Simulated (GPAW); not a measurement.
# N/Mo(110): converging a work function

Wanted: a convergence study on the slab N/Mo(110).

Main program and level: GPAW 26.7.0; GPAW, PAW setups; slab in vacuum.

Most raw output is cut from this account.

**1. The structure**

The cell holds 5 atoms: 4 Mo and 1 N. Cell: a = 2.728 Å, b = 2.728 Å, c = 26.289 Å, α = 90.0°, β = 90.0°, γ = 70.5°. Vacuum lies along c.

**2. Relaxation**

Forces are removed first; all later runs use this geometry. The lowest 2 atoms are held at bulk positions and keep their forces.

run.py reads:

```python
import json
import numpy as np
from ase import Atoms
from ase.constraints import FixAtoms
from ase.optimize import BFGS
from gpaw import GPAW, PW

slab = Atoms(
    ['Mo', 'Mo', 'Mo', 'Mo', 'N'],
    positions=[
        [0.00000, 0.00000, 9.00000],
        [2.22739, -0.00000, 11.22739],
        [0.00000, 0.00000, 13.45477],
        [2.22739, -0.00000, 15.68216],
        [0.00000, 0.00000, 17.28898]],
    cell=[[2.22739, -1.575, 0.0], [2.22739, 1.575, 0.0], [0.0, 0.0, 26.28898]],
    pbc=[True, True, False])

slab.calc = GPAW(mode=PW(500), xc='PBE', kpts={'size': (12, 12, 1), 'gamma': True},
                 occupations={'name': 'fermi-dirac', 'width': 0.1}, nbands='140%',
                 convergence={'density': 0.0001}, maxiter=200,
                 poissonsolver={'dipolelayer': 'xy'},
                 symmetry={'tolerance': 1e-3, 'extra_ids': [1, 1, 0, 0, 0]}, txt='slab.txt')
result = {}
slab.set_constraint(FixAtoms([0, 1]))
path = []
opt = BFGS(slab, maxstep=0.2)
opt.attach(lambda: path.append((slab.get_potential_energy(), slab.positions.tolist(), slab.get_forces().tolist())))
result['relaxed'] = bool(opt.run(fmax=0.05, steps=30))
result['path'] = path
energy = slab.get_potential_energy()
fermi = slab.calc.get_fermi_level()
v = slab.calc.get_electrostatic_potential().mean((0, 1)) - fermi
n = slab.calc.get_pseudo_density().mean((0, 1))
L = slab.cell[2, 2]
z = np.arange(len(v)) * L / len(v)
low, high = slab.positions[:, 2].min(), slab.positions[:, 2].max()
below, above = np.interp([low - 6.8, high + 6.8], z, v)
slopes = [np.interp(x, z, np.gradient(v, z)) for x in (low - 6.8, high + 6.8)]
eps = np.array([[slab.calc.get_eigenvalues(k, s) for k in range(len(slab.calc.get_ibz_k_points()))]
                for s in range(slab.calc.get_number_of_spins())]) - fermi
top, bottom = eps[eps < 0].max(), eps[eps > 0].min()
dipole = slab.get_dipole_moment()[2]
print(f'energy {energy:.4f} eV, Fermi level {fermi:.4f} eV, dipole {dipole:.5f} e A')
print(f'potential 6.8 A off the faces, from the Fermi level: lower {below:.4f} eV, upper {above:.4f} eV')
print(f'slope of the potential there: lower {slopes[0]:.5f}, upper {slopes[1]:.5f} eV/A')
print(f'nearest levels on the mesh: {top:.4f} and {bottom:.4f} eV')
print('magnetic moment', round(slab.get_magnetic_moment(), 3))
result.update(energy=energy, fermi=fermi, dipole=dipole, below=below, above=above, slopes=slopes, edges=[top, bottom],
              z=z.tolist(), v=v.tolist(), n=n.tolist(), positions=slab.positions.tolist(),
              forces=slab.get_forces(apply_constraint=False).tolist(), moments=slab.get_magnetic_moments().tolist())
json.dump(result, open('result.json', 'w'))
```

Started as:

```
OMP_NUM_THREADS=1 OPENBLAS_NUM_THREADS=1 python run.py
```

The job ended after 80 min (1 thread of Arm Neoverse N1, shared host; peak memory 0.37 GiB).

Relaxation path:

| step | energy less that of the first step (eV) | largest force (eV/Å) |
| --- | --- | --- |
| 1 | 0.0000 | 4.2872 |
| 2 | -0.4684 | 3.7034 |
| 3 | -1.3710 | 0.7424 |
| 4 | -1.3858 | 0.6703 |
| 5 | -1.3979 | 0.5089 |
| 6 | -1.4199 | 0.2426 |
| 7 | -1.4214 | 0.2066 |
| 8 | -1.4309 | 0.4163 |
| 9 | -1.4388 | 0.4608 |
| 10 | -1.4466 | 0.2368 |
| 11 | -1.4482 | 0.0419 |

The atoms that moved most (Å):

| atom | dx | dy | dz | length |
| --- | --- | --- | --- | --- |
| N5 | 0.000 | 0.000 | -0.437 | 0.437 |
| Mo4 | 0.000 | 0.000 | 0.127 | 0.127 |

The relaxed structure:

```xyz
5
Lattice="2.2274 -1.5750 0.0000 2.2274 1.5750 0.0000 0.0000 0.0000 26.2890" Properties=species:S:1:pos:R:3
Mo    0.0000    0.0000    9.0000
Mo    2.2274    0.0000   11.2274
Mo    0.0000    0.0000   13.4575
Mo    2.2274    0.0000   15.8090
N     0.0000    0.0000   16.8520
```

Numbers from this step:

```yaml
dipole_along_the_normal: -0.06145 e·Å
levels_nearest_the_fermi_level_on_the_mesh: -0.005293, 5.06e-4 eV from the Fermi level
upper_work_function: 6.139 eV
lower_work_function: 4.567 eV
```

Table of electrostatic potential energy of an electron (without an applied field's), less the Fermi level, planar mean by z:

```
z (Å)  electrostatic potential energy of an electron (without an applied field's), less the Fermi level, planar mean (eV)
  0.0                                                                                                                5.35
  0.5                                                                                                                4.57
  1.0                                                                                                                4.57
  1.5                                                                                                                4.57
  2.0                                                                                                                4.57
  2.5                                                                                                                4.57
  3.0                                                                                                                4.57
  3.5                                                                                                                4.57
  4.0                                                                                                                4.57
  4.5                                                                                                                4.57
  5.0                                                                                                                4.56
  5.5                                                                                                                4.55
  6.0                                                                                                                4.52
  6.5                                                                                                                4.40
  7.0                                                                                                                4.01
  7.5                                                                                                                2.76
  8.0                                                                                                               -1.18
  8.5                                                                                                               -13.6
  9.0                                                                                                               -28.0
  9.5                                                                                                               -13.6
 10.0                                                                                                               -2.44
 10.5                                                                                                               -6.66
 11.0                                                                                                               -24.4
 11.5                                                                                                               -22.8
 12.0                                                                                                               -5.63
 12.5                                                                                                               -2.77
 13.0                                                                                                               -15.4
 13.5                                                                                                               -28.2
 14.0                                                                                                               -12.2
 14.5                                                                                                               -1.69
 15.0                                                                                                               -5.04
 15.5                                                                                                               -22.0
 16.0                                                                                                               -26.5
 16.5                                                                                                               -14.1
 17.0                                                                                                               -11.6
 17.5                                                                                                                2.63
 18.0                                                                                                                5.55
 18.5                                                                                                                6.03
 19.0                                                                                                                6.12
 19.5                                                                                                                6.13
 20.0                                                                                                                6.14
 20.5                                                                                                                6.14
 21.0                                                                                                                6.14
 21.5                                                                                                                6.14
 22.0                                                                                                                6.14
 22.5                                                                                                                6.14
 23.0                                                                                                                6.14
 23.5                                                                                                                6.14
 24.0                                                                                                                6.14
 24.5                                                                                                                6.14
 25.0                                                                                                                6.14
 25.5                                                                                                                6.14
 26.0                                                                                                                5.96
```

The pseudo valence density, planar mean oscillates, so the rows of the table below give means over windows of 2.25 Å about each position, cut where the curve ends. Its maxima inside the range that stand out by 2 % of the span (Å: e/Å³): 9.0: 2.00, 11.3: 1.97, 13.5: 1.95, 15.8: 2.00. Its minima: 10.1: 0.322, 12.4: 0.323, 14.6: 0.280.

The pseudo valence density, planar mean by z; means over each step:

z (Å), pseudo valence density, planar mean (e/Å³) and a bar:
```
     3.38       0.00 
     5.62       0.00 
     7.88       0.44 ###############
    10.12       0.91 ##############################
    12.38       0.90 ##############################
    14.62       0.80 ###########################
    16.88       0.80 ###########################
    19.12       0.01 
    21.38       0.00
```

The relaxation lowered the energy of the cell by 1.45 eV (energies extrapolated to zero smearing; the optimiser's log prints free energies). The largest force left on a free atom is 0.042 eV/Å.

**3. Plane waves, PBE**

With the geometry fixed, the planar mean of the potential gives the vacuum level on each side.

Changes to run.py since step 2:

```diff
@@ -3,4 +3,2 @@
 from ase import Atoms
-from ase.constraints import FixAtoms
-from ase.optimize import BFGS
 from gpaw import GPAW, PW
@@ -12,5 +10,5 @@
         [2.22739, -0.00000, 11.22739],
-        [0.00000, 0.00000, 13.45477],
-        [2.22739, -0.00000, 15.68216],
-        [0.00000, 0.00000, 17.28898]],
+        [0.00000, 0.00000, 13.45749],
+        [2.22739, -0.00000, 15.80899],
+        [0.00000, -0.00000, 16.85195]],
     cell=[[2.22739, -1.575, 0.0], [2.22739, 1.575, 0.0], [0.0, 0.0, 26.28898]],
@@ -20,12 +18,6 @@
                  occupations={'name': 'fermi-dirac', 'width': 0.1}, nbands='140%',
-                 convergence={'density': 0.0001}, maxiter=200,
+                 convergence={'density': 1e-05}, maxiter=200,
                  poissonsolver={'dipolelayer': 'xy'},
-                 symmetry={'tolerance': 1e-3, 'extra_ids': [1, 1, 0, 0, 0]}, txt='slab.txt')
+                 symmetry={'tolerance': 1e-3}, txt='slab.txt')
 result = {}
-slab.set_constraint(FixAtoms([0, 1]))
-path = []
-opt = BFGS(slab, maxstep=0.2)
-opt.attach(lambda: path.append((slab.get_potential_energy(), slab.positions.tolist(), slab.get_forces().tolist())))
-result['relaxed'] = bool(opt.run(fmax=0.05, steps=30))
-result['path'] = path
 energy = slab.get_potential_energy()
```

It took 7.9 min on 1 thread; peak memory 0.36 GiB.

This step gave:

```yaml
dipole_along_the_normal: -0.06090 e·Å
levels_nearest_the_fermi_level_on_the_mesh: -0.005247, 5.38e-4 eV from the Fermi level
```

The electrostatic potential energy of an electron (without an applied field's), less the Fermi level, planar mean oscillates, so the rows of the table below give means over windows of 2.16 Å about each position, cut where the curve ends. Its maxima inside the range that stand out by 2 % of the span (Å: eV): 10.1: -2.05, 12.3: -2.10, 14.6: -1.26, 16.5: -14.0. Its minima: 9.0: -28.1, 11.3: -28.5, 13.4: -28.4, 15.8: -29.2, 16.8: -16.3.

Electrostatic potential energy of an electron (without an applied field's), less the Fermi level, planar mean against z; means over each step:

```
z (Å)  electrostatic potential energy of an electron (without an applied field's), less the Fermi level, planar mean (eV)
 1.08                                                                                                                4.64
 3.24                                                                                                                4.57
 5.40                                                                                                                4.54
 7.56                                                                                                              -0.415
 9.72                                                                                                               -13.2
11.88                                                                                                               -13.4
14.04                                                                                                               -12.9
16.20                                                                                                               -17.6
18.36                                                                                                                5.14
20.52                                                                                                                6.14
22.68                                                                                                                6.14
24.84                                                                                                                6.14
```

Table of pseudo valence density, planar mean by z:

z (Å), pseudo valence density, planar mean (e/Å³) and a bar:
```
      5.0       0.00 
      5.5       0.00 
      6.0       0.00 
      6.5       0.01 
      7.0       0.02 
      7.5       0.05 #
      8.0       0.19 ###
      8.5       0.77 ############
      9.0       1.98 ##############################
      9.5       0.79 ############
     10.0       0.34 #####
     10.5       0.46 #######
     11.0       1.54 #######################
     11.5       1.41 #####################
     12.0       0.43 ######
     12.5       0.35 #####
     13.0       0.88 #############
     13.5       1.94 #############################
     14.0       0.70 ###########
     14.5       0.30 ####
     15.0       0.38 ######
     15.5       1.29 ####################
     16.0       1.74 ##########################
     16.5       0.92 ##############
     17.0       0.73 ###########
     17.5       0.24 ####
     18.0       0.04 #
     18.5       0.01 
     19.0       0.00 
     19.5       0.00 
     20.0       0.00
```

Force by atom:

```
atom  x (eV/Å)  y (eV/Å)  z (eV/Å)   size
 Mo1     0.000     0.000     0.689  0.689
 Mo2     0.000     0.000    -0.671  0.671
 Mo3     0.000     0.000     0.017  0.017
 Mo4     0.000     0.000    -0.038  0.038
  N5     0.000     0.000     0.034  0.034
```

The potential is flat to 7.1e-4 eV/Å where it is read, so the vacuum is wide enough.

**4. Cutoff 200**

The cutoff limits how sharply the smooth valence waves can vary, which tells mostly near the atoms.

Changes to run.py since step 3:

```diff
@@ -16,3 +16,3 @@
 
-slab.calc = GPAW(mode=PW(500), xc='PBE', kpts={'size': (12, 12, 1), 'gamma': True},
+slab.calc = GPAW(mode=PW(200), xc='PBE', kpts={'size': (12, 12, 1), 'gamma': True},
                  occupations={'name': 'fermi-dirac', 'width': 0.1}, nbands='140%',
```

Run time: 2.3 min. Hardware: 1 thread; peak memory 0.18 GiB.

The run finished. A setting was moved off its sound value on purpose, so it serves as a test and not as the result.

The fault put into the input: a cutoff under that of the base run: the energy of the cell lies 15 eV from the base value (ecut = 200).

The two runs compared:

| quantity | this run | sound run | difference |
| --- | --- | --- | --- |
| dipole along the normal (e·Å) | -0.024248 | -0.060896 | 0.0366 |
| upper work function (eV) | 5.1603 | 6.1393 | -0.979 |
| lower work function (eV) | 4.6155 | 4.5669 | 0.0485 |

The two runs differ clearly in the dipole along the normal: -0.0242 e·Å against -0.0609 e·Å.

**5. Cutoff 300**

Changes to run.py since step 4:

```diff
@@ -16,3 +16,3 @@
 
-slab.calc = GPAW(mode=PW(200), xc='PBE', kpts={'size': (12, 12, 1), 'gamma': True},
+slab.calc = GPAW(mode=PW(300), xc='PBE', kpts={'size': (12, 12, 1), 'gamma': True},
                  occupations={'name': 'fermi-dirac', 'width': 0.1}, nbands='140%',
```

It took 3.5 min on 1 thread; peak memory 0.23 GiB.

The run finished. A setting was moved off its sound value on purpose, so it serves as a test and not as the result.

The fault put into the input: a cutoff under that of the base run: the energy of the cell lies 5.3 eV from the base value (ecut = 300).

The two runs compared:

| quantity | this run | sound run | difference |
| --- | --- | --- | --- |
| dipole along the normal (e·Å) | -0.045264 | -0.060896 | 0.0156 |
| upper work function (eV) | 5.7884 | 6.1393 | -0.351 |
| lower work function (eV) | 4.5688 | 4.5669 | 0.00186 |

One result that differs is the dipole along the normal, -0.0453 e·Å against -0.0609 e·Å.

(Part 1 of 2 ends here.)

[Logs are printed without paths, hosts, clocks, repeated set-up lines and the standing remarks that a program may print on its own settings, such as how far it seeks lower states.]

[Hosts, paths, dates, database ids (printed as entryN), source tags and the programs' standing remarks are cut or masked in the printed files.]
